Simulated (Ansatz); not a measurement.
# Y on Ru(0001): change of the work function

Aim: the work function of Ru(0001) at several coverages of Y (fcc site), and the dipole that each adsorbate carries.

Method: plane-wave DFT, PBE, Ansatz PAW, in Ansatz 0.2.0.

This is a report of a sequence of runs, with the program logs left out and the cost of each run kept.

## (1) Starting point

The cell holds 4 atoms: 4 Ru. Its edges and angles: a = 2.700 Å, b = 2.700 Å, c = 24.415 Å, α = 90.0°, β = 90.0°, γ = 60.0°. Vacuum lies along c.

## (2) The clean slab

The bare slab comes first, as the zero from which every change is counted. The two lowest layers are held at bulk places and the upper ones relax. The dipole correction removes the false field that a one-sided slab makes across the periodic vacuum, so each face gets a flat vacuum level of its own.

The input, input.yaml:

```yaml
crystal:
  lattice:
    - [2.7, 0.0, 0.0]
    - [1.35, 2.3382685902, 0.0]
    - [0.0, 0.0, 24.4152]
  atoms:
    - { symbol: Ru, position: [0.6666666667, 0.6666666667, 0.3686228251] }
    - { symbol: Ru, position: [0.0, 0.0, 0.4562076084] }
    - { symbol: Ru, position: [0.6666666667, 0.6666666667, 0.5437923916] }
    - { symbol: Ru, position: [0.0, 0.0, 0.6313771749] }
kpoints:
  mp_grid: { grid: [12, 12, 1] }
hamiltonian:
  xc: pbe
scf:
  occupations: { method: fermi_dirac, width: 0.1 }
  convergence: { dr2_threshold: 1.0e-08 }
efield:
  axis: 3
  dipole_correction: true
  ramp_position: 0.97
  ramp_width: 0.06
relax:
  f_tol: 0.02
  max_steps: 60
  constraints: [{ sites: [0, 1] }]
output:
  write_potential: true
  write_density: true
  volumetric_format: npy
```

Command:

```bash
$ ansatz run input.yaml --threads 4 --pin off --max-ram 16384MiB --backend cpu --events-out ev --progress --plain --runs-dir out
```

Run time: 9 s. Hardware: 4 threads of Arm Neoverse V1, shared host; peak memory 0.46 GiB.

Relaxation path:

| step | energy less that of the first step (eV) | largest force component (eV/Å) |
| --- | --- | --- |
| 1 | 0.0000 | 0.5365 |
| 2 | -0.0100 | 0.2640 |
| 3 | -0.0132 | 0.0173 |

Forces are held to the 6 operations that the program found; a distortion that breaks them can't arise in this run.

The atoms that moved most (Å):

```
atom     dx     dy      dz  length
 Ru4  0.000  0.000  -0.034   0.034
 Ru3  0.000  0.000   0.019   0.019
```

This step gave:

```
energy at zero smearing        : -23512.6524 eV
work function, upper face      : 5.046 eV
work function, lower face      : 5.075 eV
dipole along the normal        : 0.001038 e·Å
step between the vacuum levels : -0.02975 eV
```

Running mean over 2.138 Å of the planar mean; the ramp of the sawtooth is left out. Table of electron's electrostatic potential energy less the Fermi level by z:

| z (Å) | electron's electrostatic potential energy less the Fermi level (eV) |
| --- | --- |
| 3.0 | 5.08 |
| 3.5 | 5.07 |
| 4.0 | 5.07 |
| 4.5 | 5.07 |
| 5.0 | 5.07 |
| 5.5 | 5.05 |
| 6.0 | 4.98 |
| 6.5 | 4.76 |
| 7.0 | 3.94 |
| 7.5 | 0.744 |
| 8.0 | -6.27 |
| 8.5 | -12.3 |
| 9.0 | -14.2 |
| 9.5 | -14.5 |
| 10.0 | -14.6 |
| 10.5 | -14.7 |
| 11.0 | -14.8 |
| 11.5 | -14.8 |
| 12.0 | -14.6 |
| 12.5 | -14.7 |
| 13.0 | -14.9 |
| 13.5 | -15.0 |
| 14.0 | -15.4 |
| 14.5 | -15.4 |
| 15.0 | -14.8 |
| 15.5 | -14.1 |
| 16.0 | -11.4 |
| 16.5 | -4.48 |
| 17.0 | 1.85 |
| 17.5 | 4.21 |
| 18.0 | 4.81 |
| 18.5 | 4.98 |
| 19.0 | 5.03 |
| 19.5 | 5.04 |
| 20.0 | 5.04 |
| 20.5 | 5.05 |
| 21.0 | 5.05 |

The relaxation took 3 steps and lowered the energy by 0.013 eV; the largest force on the free atoms ends at 0.017 eV/Å.

The work function of the upper face is 5.05 eV.

## (3) The covered slab, k-mesh 4×4×1, coverage 0.111 ML

System of this step: Y/Ru(0001). The cell holds 37 atoms: 36 Ru and 1 Y. Its edges and angles: a = 8.100 Å, b = 8.100 Å, c = 27.471 Å, α = 90.0°, β = 90.0°, γ = 60.0°. Vacuum lies along c.

The clean slab as it ended is repeated in the plane and the adsorbate is set on one face; the cell's size fixes the coverage, and the k-mesh shrinks with it to keep the sampling density about even. Adsorbate and upper layers relax, since the dipole depends on the height.

The input, input.yaml:

```yaml
crystal:
  lattice:
    - [8.1, 0.0, 0.0]
    - [4.05, 7.0148057706, 0.0]
    - [0.0, 0.0, 27.4711513666]
  atoms:
    - { symbol: Ru, position: [0.2222222222, 0.2222222222, 0.3276164104] }
    - { symbol: Ru, position: [0.0, 0.0, 0.4054580695] }
    - { symbol: Ru, position: [0.2222222222, 0.2222222222, 0.4840055145] }
    - { symbol: Ru, position: [0.0, 0.0, 0.55990763] }
    - { symbol: Ru, position: [0.2222222222, 0.5555555556, 0.3276164104] }
    - { symbol: Ru, position: [0.0, 0.3333333333, 0.4054580695] }
    - { symbol: Ru, position: [0.2222222222, 0.5555555556, 0.4840055145] }
    - { symbol: Ru, position: [0.0, 0.3333333333, 0.55990763] }
[... 24 atom lines left out ...]
    - { symbol: Ru, position: [0.8888888889, 0.8888888889, 0.3276164104] }
    - { symbol: Ru, position: [0.6666666667, 0.6666666667, 0.4054580695] }
    - { symbol: Ru, position: [0.8888888889, 0.8888888889, 0.4840055145] }
    - { symbol: Ru, position: [0.6666666667, 0.6666666667, 0.55990763] }
    - { symbol: "Y", position: [0.1111111111, 0.1111111111, 0.6723835896] }
kpoints:
  mp_grid: { grid: [4, 4, 1] }
hamiltonian:
  xc: pbe
scf:
  occupations: { method: fermi_dirac, width: 0.1 }
  convergence: { dr2_threshold: 1.0e-08 }
efield:
  axis: 3
  dipole_correction: true
  ramp_position: 0.97
  ramp_width: 0.06
relax:
  f_tol: 0.02
  max_steps: 60
  constraints:
    - { sites: [0, 1, 4, 5, 8, 9, 12, 13, 16, 17, 20, 21, 24, 25, 28, 29, 32, 33] }
output:
  write_potential: true
  write_density: true
  volumetric_format: npy
```

The job ended after 18 min (4 threads; peak memory 9.2 GiB; 51 min of CPU time).

Step by step:

| step | energy less that of the first step (eV) | largest force component (eV/Å) |
| --- | --- | --- |
| 1 | 0.0000 | 2.9529 |
| 2 | -0.7029 | 3.1626 |
| 3 | -1.3496 | 2.9440 |
| 4 | -1.8897 | 2.0181 |
| 5 | -2.1660 | 0.5264 |
| 6 | -2.1970 | 0.2540 |
| 7 | -2.2208 | 0.0355 |
| 8 | -2.2209 | 0.0045 |

The run keeps the 6 symmetry operations that the program found, so distortions that break them were not tested.

The atoms that moved most (Å):

```csv
atom,dx,dy,dz,length
Y37,0.000,0.000,-0.905,0.905
Ru4,-0.044,-0.026,0.022,0.056
Ru16,0.044,-0.026,0.022,0.056
Ru8,0.000,0.051,0.022,0.056
Ru23,0.000,0.000,-0.027,0.027
Ru35,0.000,0.000,-0.027,0.027
Ru31,0.000,0.000,-0.027,0.027
Ru24,0.000,-0.004,0.020,0.020
```

Final coordinates:

```xyz
37
Lattice="8.1000 0.0000 0.0000 4.0500 7.0148 0.0000 0.0000 0.0000 27.4712" Properties=species:S:1:pos:R:3
Ru    2.7000    1.5588    9.0000
Ru    0.0000    0.0000   11.1384
Ru    2.7001    1.5589   13.2820
Ru   -0.0443   -0.0256   15.4029
Ru    4.0500    3.8971    9.0000
Ru    1.3500    2.3383   11.1384
Ru    4.0484    3.8980   13.3019
Ru    1.3500    2.3894   15.4029
Ru    5.4000    6.2354    9.0000
Ru    2.7000    4.6765   11.1384
Ru    5.4000    6.2352   13.2820
Ru    2.7030    4.6748   15.3800
Ru    5.4000    1.5588    9.0000
Ru    2.7000    0.0000   11.1384
Ru    5.4000    1.5570   13.3019
Ru    2.7443   -0.0256   15.4029
Ru    6.7500    3.8971    9.0000
Ru    4.0500    2.3383   11.1384
Ru    6.7516    3.8980   13.3019
Ru    4.0533    2.3402   15.4011
Ru    8.1000    6.2354    9.0000
Ru    5.4000    4.6765   11.1384
Ru    8.1001    6.2353   13.2688
Ru    5.4000    4.6727   15.4011
Ru    8.1000    1.5588    9.0000
Ru    5.4000    0.0000   11.1384
Ru    8.0999    1.5589   13.2820
Ru    5.4000    0.0034   15.3800
Ru    9.4500    3.8971    9.0000
Ru    6.7500    2.3383   11.1384
Ru    9.4500    3.8973   13.2688
Ru    6.7467    2.3402   15.4011
Ru   10.8000    6.2354    9.0000
Ru    8.1000    4.6765   11.1384
Ru   10.7999    6.2353   13.2688
Ru    8.0970    4.6748   15.3800
Y     1.3500    0.7794   17.5664
```

This step gave:

- energy at zero smearing: -215463.8221 eV
- work function, upper face: 2.865 eV
- work function, lower face: 5.086 eV
- dipole along the normal: 0.6973 e·Å
- step between the vacuum levels: -2.221 eV

Running mean over 2.138 Å of the planar mean; the ramp of the sawtooth is left out. Table of electron's electrostatic potential energy less the Fermi level by z:

z (Å), electron's electrostatic potential energy less the Fermi level (eV) and a bar from the least value:
```
      3.5        5.1 ##############################
      4.0        5.1 ##############################
      4.5        5.1 ##############################
      5.0        5.1 ##############################
      5.5        5.1 ##############################
      6.0        5.0 ##############################
      6.5        4.8 ##############################
      7.0        4.0 ############################
      7.5        0.7 ########################
      8.0       -6.3 #############
      8.5      -12.3 ####
      9.0      -14.2 #
      9.5      -14.5 #
     10.0      -14.7 #
     10.5      -14.8 
     11.0      -14.8 
     11.5      -14.9 
     12.0      -14.8 
     12.5      -14.8 
     13.0      -14.9 
     13.5      -14.9 
     14.0      -15.1 
     14.5      -15.1 
     15.0      -14.7 #
     15.5      -14.2 #
     16.0      -11.9 #####
     16.5       -6.0 ##############
     17.0       -0.5 ######################
     17.5        1.2 ########################
     18.0        1.4 #########################
     18.5        1.8 #########################
     19.0        2.3 ##########################
     19.5        2.7 ##########################
     20.0        2.8 ###########################
     20.5        2.8 ###########################
     21.0        2.9 ###########################
     21.5        2.9 ###########################
     22.0        2.9 ###########################
     22.5        2.9 ###########################
     23.0        2.9 ###########################
     23.5        2.9 ###########################
     24.0        2.9 ###########################
```

The relaxation took 8 steps and lowered the energy by 2.2 eV; the largest force on the free atoms ends at 0.0045 eV/Å.

The covered face has 2.86 eV, -2.18 eV against the clean one; the bare back face has moved by +0.01 eV, a measure of how thin the slab is.

## (4) Adsorbate added, k-mesh 6×6×1, coverage 0.25 ML

System of this step: Y/Ru(0001). The cell holds 17 atoms: 16 Ru and 1 Y. Its edges and angles: a = 5.400 Å, b = 5.400 Å, c = 27.471 Å, α = 90.0°, β = 90.0°, γ = 60.0°. Vacuum lies along c.

Another coverage, to see how the dipoles act on each other as their distance changes.

The input, input.yaml:

```yaml
crystal:
  lattice:
    - [5.4, 0.0, 0.0]
    - [2.7, 4.6765371804, 0.0]
    - [0.0, 0.0, 27.4711513666]
  atoms:
    - { symbol: Ru, position: [0.3333333333, 0.3333333333, 0.3276164104] }
    - { symbol: Ru, position: [0.0, 0.0, 0.4054580695] }
    - { symbol: Ru, position: [0.3333333333, 0.3333333333, 0.4840055145] }
    - { symbol: Ru, position: [0.0, 0.0, 0.55990763] }
    - { symbol: Ru, position: [0.3333333333, 0.8333333333, 0.3276164104] }
    - { symbol: Ru, position: [0.0, 0.5, 0.4054580695] }
    - { symbol: Ru, position: [0.3333333333, 0.8333333333, 0.4840055145] }
    - { symbol: Ru, position: [0.0, 0.5, 0.55990763] }
    - { symbol: Ru, position: [0.8333333333, 0.3333333333, 0.3276164104] }
    - { symbol: Ru, position: [0.5, 0.0, 0.4054580695] }
    - { symbol: Ru, position: [0.8333333333, 0.3333333333, 0.4840055145] }
    - { symbol: Ru, position: [0.5, 0.0, 0.55990763] }
    - { symbol: Ru, position: [0.8333333333, 0.8333333333, 0.3276164104] }
    - { symbol: Ru, position: [0.5, 0.5, 0.4054580695] }
    - { symbol: Ru, position: [0.8333333333, 0.8333333333, 0.4840055145] }
    - { symbol: Ru, position: [0.5, 0.5, 0.55990763] }
    - { symbol: "Y", position: [0.1666666667, 0.1666666667, 0.6723835896] }
kpoints:
  mp_grid: { grid: [6, 6, 1] }
hamiltonian:
  xc: pbe
scf:
  occupations: { method: fermi_dirac, width: 0.1 }
  convergence: { dr2_threshold: 1.0e-08 }
efield:
  axis: 3
  dipole_correction: true
  ramp_position: 0.97
  ramp_width: 0.06
relax:
  f_tol: 0.02
  max_steps: 60
  constraints: [{ sites: [0, 1, 4, 5, 8, 9, 12, 13] }]
output:
  dos: { projected: true, e_range: [-8, 4] }
  write_potential: true
  write_density: true
  volumetric_format: npy
  elf: true
```

Wall time 3.8 min (4 threads); peak memory 2.7 GiB; 15 min of CPU time.

Step by step:

```csv
step,energy less that of the first step (eV),largest force component (eV/Å)
1,0.0000,2.4155
2,-0.5633,2.5962
3,-1.1129,2.4805
4,-1.5838,1.7843
5,-1.8349,0.4489
6,-1.8931,0.1847
7,-1.9031,0.0295
8,-1.9032,0.0065
```

Forces are held to the 6 operations that the program found; a distortion that breaks them can't arise in this run.

The atoms that moved most (Å):

```
atom      dx      dy      dz  length
 Y17   0.000   0.000  -0.916   0.916
Ru15   0.000   0.000  -0.088   0.088
Ru16   0.000   0.000   0.086   0.086
 Ru8   0.000   0.054   0.017   0.056
 Ru4  -0.047  -0.027   0.017   0.056
Ru12   0.047  -0.027   0.017   0.056
 Ru3   0.009   0.005   0.004   0.012
 Ru7   0.000  -0.011   0.004   0.012
```

The relaxed structure:

```xyz
17
Lattice="5.4000 0.0000 0.0000 2.7000 4.6765 0.0000 0.0000 0.0000 27.4712" Properties=species:S:1:pos:R:3
Ru    2.7000    1.5588    9.0000
Ru    0.0000    0.0000   11.1384
Ru    2.7094    1.5643   13.3006
Ru   -0.0466   -0.0269   15.3981
Ru    4.0500    3.8971    9.0000
Ru    1.3500    2.3383   11.1384
Ru    4.0500    3.8862   13.3006
Ru    1.3500    2.3920   15.3981
Ru    5.4000    1.5588    9.0000
Ru    2.7000    0.0000   11.1384
Ru    5.3906    1.5643   13.3006
Ru    2.7466   -0.0269   15.3981
Ru    6.7500    3.8971    9.0000
Ru    4.0500    2.3383   11.1384
Ru    6.7500    3.8971   13.2084
Ru    4.0500    2.3383   15.4668
Y     1.3500    0.7794   17.5551
```

This step gave:

| Property | Result |
| --- | --- |
| energy at zero smearing | -97900.3903 eV |
| work function, upper face | 2.201 eV |
| work function, lower face | 5.095 eV |
| dipole along the normal | 0.4038 e·Å |
| step between the vacuum levels | -2.894 eV |

Running mean over 2.138 Å of the planar mean; the ramp of the sawtooth is left out. Electron's electrostatic potential energy less the Fermi level against z:

```
z (Å)  electron's electrostatic potential energy less the Fermi level (eV)
    4                                                                 5.09
    5                                                                 5.09
    6                                                                 5.01
    7                                                                 3.98
    8                                                                -6.25
    9                                                                -14.2
   10                                                                -14.7
   11                                                                -14.9
   12                                                                -14.9
   13                                                                -14.8
   14                                                                -14.8
   15                                                                -14.6
   16                                                                -12.7
   17                                                                -3.30
   18                                                                -1.82
   19                                                                0.562
   20                                                                 1.91
   21                                                                 2.15
   22                                                                 2.19
   23                                                                 2.20
   24                                                                 2.20
```

(Part 1 of 2 ends here.)

[Long decimals in the printed logs are rounded to 6 places.]

[Logs are printed without paths, hosts, clocks, repeated set-up lines and the standing remarks that a program may print on its own settings, such as how far it seeks lower states.]

[Hosts, paths, dates, database ids (printed as entryN), source tags and the programs' standing remarks are cut or masked in the printed files.]

[Maps of the electrostatic potential energy from Ansatz leave out the sawtooth potential of an applied field or a dipole correction, so their vacuum need not be flat; planar profiles and work functions include it.]
